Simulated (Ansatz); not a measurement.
## BaTiO3 (R3m): band gap by G0W0 on HSE06

Aim: the quasiparticle gap of BaTiO3 (R3m), starting from HSE06.

Method: HSE06, then G0W0 on it, plane waves, PAW, in Ansatz 0.2.0.

## Step 1: Starting point

Symmetry: R3m, No. 160, trigonal system. Conventional cell: a = 5.655 Å, b = 5.655 Å, c = 6.955 Å, α = 90.00°, β = 90.00°, γ = 120.00°. Nearest to Ba lie 12 O at 2.79 to 2.89 Å. Ti has 6 O at 1.87 to 2.14 Å nearest. O has 2 Ti at 1.87 to 2.14 Å and 4 Ba at 2.79 to 2.89 Å nearest. Farther neighbours and most contacts between anions are not listed.

The cell and positions come from the Crystallography Open Database and are kept as given unless a step says otherwise. Spin-orbit coupling is left out unless a step names it. The default PAW set here is soft_2. Its files were made with PBE.

## Step 2: HSE06 levels on the mesh and at listed points

HSE06 mixes in a quarter of exact exchange at short range.

This step: DFT, HSE06, plane waves, PAW.

Contents of input.yaml:

```yaml
crystal:
  lattice:
    - [2.8273666084, 1.6323808724, 2.3183934932]
    - [-2.8273666084, 1.6323808724, 2.3183934932]
    - [0.0, -3.2647617449, 2.3183934932]
  atoms:
    - { symbol: Ba, position: [0.0, 0.0, 0.0] }
    - { symbol: Ti, position: [0.4845, 0.4845, 0.4845] }
    - { symbol: O, position: [0.5086, 0.5086, 0.0175] }
    - { symbol: O, position: [0.0175, 0.5086, 0.5086] }
    - { symbol: O, position: [0.5086, 0.0175, 0.5086] }
kpoints:
  mp_grid: { grid: [4, 4, 4] }
  band_path:
    path:
      - [0.0, 0.0, 0.0]
      - [0.5, 0.5, 0.5]
      - [0.50282879, 0.49717121, 0.5]
      - [0.5, -0.49717121, 0.49717121]
      - [0.5, 0.0, 0.0]
      - [0.49858561, -0.49858561, 0.0]
      - [0.50141439, 0.0, 0.49858561]
      - [0.049858561, -0.049858561, 0.0]
    npoints: 1
hamiltonian:
  xc: hse06
scf:
  occupations: { method: fixed }
  n_extra_bands: 5
output:
  eigenvalues: true
```

Started as:

```sh
$ ansatz run input.yaml --threads 3 --pin off --max-ram 92160MiB --backend cuda --events-out ev --progress --plain --runs-dir out --devices 1 --max-vram 13GiB  # rebuilt from the run's record
```

Numbers of over 12 decimals in the logs are rounded to 6 here.

The program printed:

```text
scf.n_extra_bands = 5 over 20 filled bands (N_el = 40.0): the run solves 25 bands
GPUs: using 1 of 1 available (devices: 1).
Engine: ansatz 0.2.0, x86_64-unknown-linux-gnu
Pseudopotentials: kind: paw
Pseudopotential: Ba, paw, valence charge 10, recommended cutoff 420 eV (normal), Ba.paw.azcp
Pseudopotential: Ti, paw, valence charge 12, recommended cutoff 420 eV (normal), Ti.paw.azcp
Pseudopotential: O, paw, valence charge 6, recommended cutoff 420 eV (normal), O.paw.azcp
Functional definition: HSE06
  parameter a = 0.25
  parameter omega = 0.11/bohr
  exchange = pbe_x - a*pbe_x_sr(omega) + a*exact_x_sr(omega)
  correlation = pbe_c
davidson cushion auto → on  (no smearing: the cushion is to keep the highest requested band from converging to the state above it; pin scf.eigensolver.cushion to override)
device memory: the entry about to start is reckoned to put 0.6 GiB on a device that reports 49.1 GiB free (of which the cap on the GPU budget leaves the run 13.0 GiB)
GPU FFT provider: cuFFT
GPU libraries: cuBLAS 13.8.2, cuFFT 12.4.0, cuSOLVER 12.3.4
Crystal: 5 atoms, lattice volume = 64.201 Å³
Basis set: ecut = 420 eV, 1237 PW (Γ)
Bands: 25, of which v1, the nominal top of the filled ones, is band 20 counted from 1 (19 counted from 0)
Symmetry: 6 space group operations
Space group: R3m (ITA 160), of the structure as read, at distance tolerance 4.0e-5 Å
k-points: 13 of 64 (time reversal used)
Non-local potential: Ba, projectors of the file, l = 0: 3, l = 1: 2, l = 2: 2, l = 3: 2
Non-local potential: Ti, projectors of the file, l = 0: 3, l = 1: 2, l = 2: 3, l = 3: 1
Non-local potential: O, projectors of the file, l = 0: 2, l = 1: 2, l = 2: 1
PAW form: soft (Blöchl's): semilocal exchange-correlation on the pseudo side does not see the compensation charge
PAW frozen core: Ba, regenerated for the run's functional, and the local potential with it (the file was generated under x = pbe(κ = 0.804, μ = 0.219515), c = pbe(β = 0.066725))
PAW frozen core: Ti, regenerated for the run's functional, and the local potential with it (the file was generated under x = pbe(κ = 0.804, μ = 0.219515), c = pbe(β = 0.066725))
PAW frozen core: O, regenerated for the run's functional, and the local potential with it (the file was generated under x = pbe(κ = 0.804, μ = 0.219515), c = pbe(β = 0.066725))
PAW one-centre angular grid: Ba, 194 points (default); XC on 64 Gauss nodes
PAW one-centre angular grid: Ti, 590 points (default); XC on 64 Gauss nodes
PAW one-centre angular grid: O, 110 points (default); XC on 96 Gauss nodes
Initial density: superposition of atomic densities (neutral atoms: chi_scale 0, normalization atom), corrected by the library's trained network
Initial wavefunctions: pseudopotential atomic-orbital guess
GPU buffer pool allocated for 19683 grid points (all kernels)
GPU transforms: local potential and band sums: pruned to the plane-wave sphere, on 27×27×27
Functional: x = pbe(κ = 0.804, μ = 0.219515), c = pbe(β = 0.066725), warm-up for x = pbe(κ = 0.804, μ = 0.219515) + 0.25 (exact − pbe) at short range (hse, ω = 0.207870 Å⁻¹), c = pbe(β = 0.066725); HSE06 as pw.x's `hse` composes it (authors' and Libxc's form: `xc: wpbeh`)
SCF iter   1: F=—  HF=-10159.590732 eV  |F-HF|=—  |Δ(HF+E_count)|=         —  Δρ=1.51e-3  dr2=8.98e-4  ethr=1.77e-3  ⟨swp⟩=7.7  Hψ=1645  notcnv=0
preconditioner: auto → none  [insulator: Δε(μ)=2.422 eV  Ē_g=12.146 eV  n_scr=18 (ndim 8)  ℏωp=26.2 eV  f_vac=0.000]
SCF iter   2: F=-10159.594957 eV  HF=-10159.595109 eV  |F-HF|=1.51e-4  |Δ(HF+E_count)|=   4.38e-3  Δρ=8.24e-4  dr2=3.85e-4  ethr=2.25e-6  ⟨swp⟩=7.3  Hψ=1622  notcnv=0
SCF 1 stopped early in 2 iterations: F = -10159.594957 eV  dr2 = 3.85e-4
  greatest PAW one-centre occupation: 0.999 electrons in one spin orbital (limit 2), on the Ti atom at site 1 (counted from 0), in its partial waves of l = 0
device memory: the entry about to start is reckoned to put 1.3 GiB on a device that reports 49.0 GiB free (of which the cap on the GPU budget leaves the run 13.0 GiB)
GPU FFT provider: cuFFT
GPU libraries: cuBLAS 13.8.2, cuFFT 12.4.0, cuSOLVER 12.3.4
Initial density: handed on by an earlier stage of this run
Initial wavefunctions: those handed on with the density
GPU buffer pool allocated for 19683 grid points (all kernels)
GPU transforms: local potential and band sums: pruned to the plane-wave sphere, on 27×27×27
Functional: x = pbe(κ = 0.804, μ = 0.219515) + 0.25 (exact − pbe) at short range (hse, ω = 0.207870 Å⁻¹), c = pbe(β = 0.066725); HSE06 as pw.x's `hse` composes it (authors' and Libxc's form: `xc: wpbeh`)
Exchange kernel: α = 0.2500, screened, ω = 0.2079 Å⁻¹, Wigner–Seitz truncation, v(0) = 1034.9092 eV·Å³, q-mesh 4×4×4, nearest image of the exchange supercell L = 16.02 Å, pair-density grid 20×20×20, without the augmentation charges, whose exchange is taken in its separable form by FFT convolution over the k-point mesh (sized by the pseudopotential files, 27×27×27 at the most), smooth part of the exact exchange by density-matrix convolution in up to 2.58 GiB of GPU memory as planned if the GPU has room (build and FFT work areas not counted)
Frozen-core exchange: fock
SCF iter   1: F=—  HF=-10163.678897 eV  |F-HF|=—  |Δ(HF+E_count)|=         —  Δρ=2.85e-2  dr2=7.98e-1  ethr=9.63e-6  ⟨swp⟩=8.8  Hψ=1790  notcnv=0
preconditioner: auto → none  [insulator: Δε(μ)=4.670 eV  Ē_g=15.049 eV  n_scr=18 (ndim 8)  ℏωp=26.2 eV  f_vac=0.000]
SCF iter   2: F=—  HF=-10163.642588 eV  |F-HF|=—  |Δ(HF+E_count)|=   3.63e-2  Δρ=3.42e-2  dr2=8.39e-1  ethr=9.63e-6  ⟨swp⟩=7.2  Hψ=1643  notcnv=0  defer=15
SCF iter   3: F=—  HF=-10163.481991 eV  |F-HF|=—  |Δ(HF+E_count)|=   1.61e-1  Δρ=4.36e-3  dr2=1.64e-2  ethr=9.63e-6  ⟨swp⟩=5.9  Hψ=1400  notcnv=0
SCF iter   4: F=—  HF=-10163.505071 eV  |F-HF|=—  |Δ(HF+E_count)|=   2.31e-2  Δρ=2.39e-3  dr2=5.08e-3  ethr=9.63e-6  ⟨swp⟩=4.0  Hψ=1018  notcnv=0
iter 5 solved again at ethr=3.32e-7 eV; its pass at ethr=9.63e-6 eV (dr2=1.33e-4 eV) is discarded
SCF iter   5: F=—  HF=-10163.503999 eV  |F-HF|=—  |Δ(HF+E_count)|=   1.07e-3  Δρ=7.80e-4  dr2=1.72e-4  ethr=3.32e-7  ⟨swp⟩=3.9  Hψ=1637  notcnv=0
SCF iter   6: F=—  HF=-10163.504405 eV  |F-HF|=—  |Δ(HF+E_count)|=   4.06e-4  Δρ=4.65e-4  dr2=1.13e-4  ethr=3.32e-7  ⟨swp⟩=3.6  Hψ=983  notcnv=0
SCF iter   7: F=-10163.504377 eV  HF=-10163.504377 eV  |F-HF|=1.31e-7  |Δ(HF+E_count)|=   2.85e-5  Δρ=5.34e-5  dr2=2.50e-6  ethr=2.79e-7  ⟨swp⟩=3.7  Hψ=813  notcnv=0
SCF 2 stopped early in 7 iterations: F = -10163.504377 eV  dr2 = 2.50e-6
hybrid outer 1: dexx = +2.817e-2 eV, tail = 1.01e-4 eV
GPU FFT provider: cuFFT
GPU libraries: cuBLAS 13.8.2, cuFFT 12.4.0, cuSOLVER 12.3.4
GPU buffer pool allocated for 19683 grid points (all kernels)
GPU transforms: local potential and band sums: pruned to the plane-wave sphere, on 27×27×27
Exchange kernel: α = 0.2500, screened, ω = 0.2079 Å⁻¹, Wigner–Seitz truncation, v(0) = 1034.9092 eV·Å³, q-mesh 4×4×4, nearest image of the exchange supercell L = 16.02 Å, pair-density grid 20×20×20, without the augmentation charges, whose exchange is taken in its separable form by FFT convolution over the k-point mesh (sized by the pseudopotential files, 27×27×27 at the most), smooth part of the exact exchange by density-matrix convolution in up to 2.58 GiB of GPU memory as planned if the GPU has room (build and FFT work areas not counted)
Frozen-core exchange: fock
SCF iter   1: F=—  HF=-10163.503437 eV  |F-HF|=—  |Δ(HF+E_count)|=         —  Δρ=1.02e-4  dr2=2.65e-6  ethr=1.27e-6  ⟨swp⟩=3.0  Hψ=789  notcnv=0
preconditioner: auto → none  [insulator: Δε(μ)=3.885 eV  Ē_g=14.302 eV  n_scr=18 (ndim 8)  ℏωp=26.2 eV  f_vac=0.000]
SCF iter   2: F=—  HF=-10163.503442 eV  |F-HF|=—  |Δ(HF+E_count)|=   4.33e-6  Δρ=5.49e-5  dr2=1.35e-6  ethr=5.68e-9  ⟨swp⟩=4.8  Hψ=1308  notcnv=0
SCF iter   3: F=—  HF=-10163.503441 eV  |F-HF|=—  |Δ(HF+E_count)|=   2.94e-7  Δρ=2.69e-5  dr2=2.24e-7  ethr=3.22e-9  ⟨swp⟩=3.2  Hψ=784  notcnv=0
SCF iter   4: F=-10163.503441 eV  HF=-10163.503441 eV  |F-HF|=2.19e-8  |Δ(HF+E_count)|=   1.37e-8  Δρ=6.31e-6  dr2=4.00e-8  ethr=3.95e-10  ⟨swp⟩=4.0  Hψ=934  notcnv=0
SCF 3 converged in 4 iterations: F = -10163.503441 eV  dr2 = 4.00e-8
hybrid outer 2: dexx = +2.629e-6 eV, tail = 1.48e-7 eV, Δε = 3.84e-3 eV (about 1.59e-4 eV left of the loop's levels)
the search or the solves at the SCF's close seem to have found levels that the self-consistency loop had missed (the run counts 1). By its estimate they hold under 1e-12 electrons; where the run keeps them, the occupations were computed again with them
device memory: the entry about to start is reckoned to put 0.4 GiB on a device that reports 48.9 GiB free (of which the cap on the GPU budget leaves the run 13.0 GiB)
NSCF: frozen V_eff on 8 k-points
hybrid SCF converged: 2 outer / 11 inner (+2 warm-up), last move |dexx| = 2.63e-6 eV, tail = 1.48e-7 eV
Stability not checked: this state was not tested for a lower state beside it, because the functional holds exact exchange (a hybrid, or Hartree-Fock), whose exchange loop this test does not read (fock_operator; see scf.lower_state_search)
Free energy (F): -10163.503441 eV
Frozen-core exchange: fock
Harris-Foulkes:  -10163.503441 eV  (|F-HF|=2.19e-8)
Internal energy: -10163.503441 eV  (E = F + TS)
E sigma→0 (E₀):  -10163.503441 eV
Fermi energy:    9.205702 eV
--- Per-component energies (eV) ---
  E_band       = -222.701432
  E_kinetic    = 973.958200
  E_local      = -2107.603744  (includes V_loc(G=0)·N_el)
  E_nonlocal   = 196.898618
  E_hartree    = 822.979840
  E_xc         = -395.569531
  E_vxc        = -436.707961  (∫ρ·V_xc dr)
  E_exx        = -117.162519  (= α·E_x^exact, valence–valence)
  E_paw        = -6727.397758  (= ΣΔE_a)
  E_vpaw       = -260.884465  (= ΣTr[D̂ρ^β])
  E_aug_tail   = 0.007282  (compensation charges beyond the density's cutoff)
  E_ewald      = -2809.213684
  E_core_change = -0.400145  (= ΣΔE_core)
  E_smearing   = -0.000000  (= −TS)
  E_closure    = -0.000000  (closes the sum)
  Σ components = -10163.503441   (vs F -10163.503441, Δ=0.00e0)
--- Band table (eV; the first three rows and the last of 13) ---
  k-point 0: bands = [... 16 lower, 8.0366, 8.7331, 8.8409, 8.8409, 13.0910, 13.0910, 13.2322, 15.2043, ... 1 higher]
  k-point 1: bands = [... 16 lower, 7.7246, 7.9330, 8.5681, 8.5783, 13.1847, 13.8429, 13.9371, 15.1993, ... 1 higher]
  k-point 2: bands = [... 16 lower, 7.4788, 7.5157, 8.2248, 8.3364, 13.2661, 14.6619, 14.7677, 15.1661, ... 1 higher]
  k-point 12: bands = [... 16 lower, 6.7977, 9.1921, 9.1921, 9.2057, 15.3050, 15.4744, 15.4744, 17.5122, ... 1 higher]
```

Run time: 18 s. Hardware: 1 × NVIDIA H100 80GB HBM3 (shared by 6 runs) with 3 threads of AMD EPYC 7R13 (Zen 3), shared host; peak memory 1.2 GiB; 28 s of CPU time.

The column dr2 measures how far the density is from self-consistency, as an energy; F and HF (Harris–Foulkes) agree once it is small.

This step gave:

| Quantity | Value |
| --- | --- |
| gap | 3.885 eV |
| valence top at | T |
| conduction bottom at | Γ |
| least direct gap | 4.215 eV |
| exact-exchange fraction | 0.25 |

Over mesh and listed points the gap is 3.885 eV, from k = (0.500, 0.500, 0.500) to k = Γ. The least direct gap found is 4.215 eV, at k = (0.050, -0.050, 0.000).

[end of part 1 of 2]

[Paths, hosts, dates, memory and timing lines, banners, echoed tables and standing remarks are left out of the program output.]

[Logs are printed without paths, hosts, clocks, repeated set-up lines and the standing remarks that a program may print on its own settings, such as how far it seeks lower states.]

[Runs of the session that timed out or met a known fault of the program may be left out.]

[Cells called generated may have been cut or substituted from an entry of the Crystallography Open Database or the Materials Project.]

[Hosts, paths, dates, database ids (printed as entryN), source tags and the programs' standing remarks are cut or masked in the printed files.]

[Where an RPA ε∞ is given, it is that of the G0W0 mesh and is not shown converged in it. Names of k-points follow the symmetry that the program found, which can be lower than the space group named. Band edges on a path are those of the sampled points; other points can move an edge, and change direct to indirect where valleys lie close.]

[Hybrid gaps are those of their k-mesh and are not shown converged in it.]
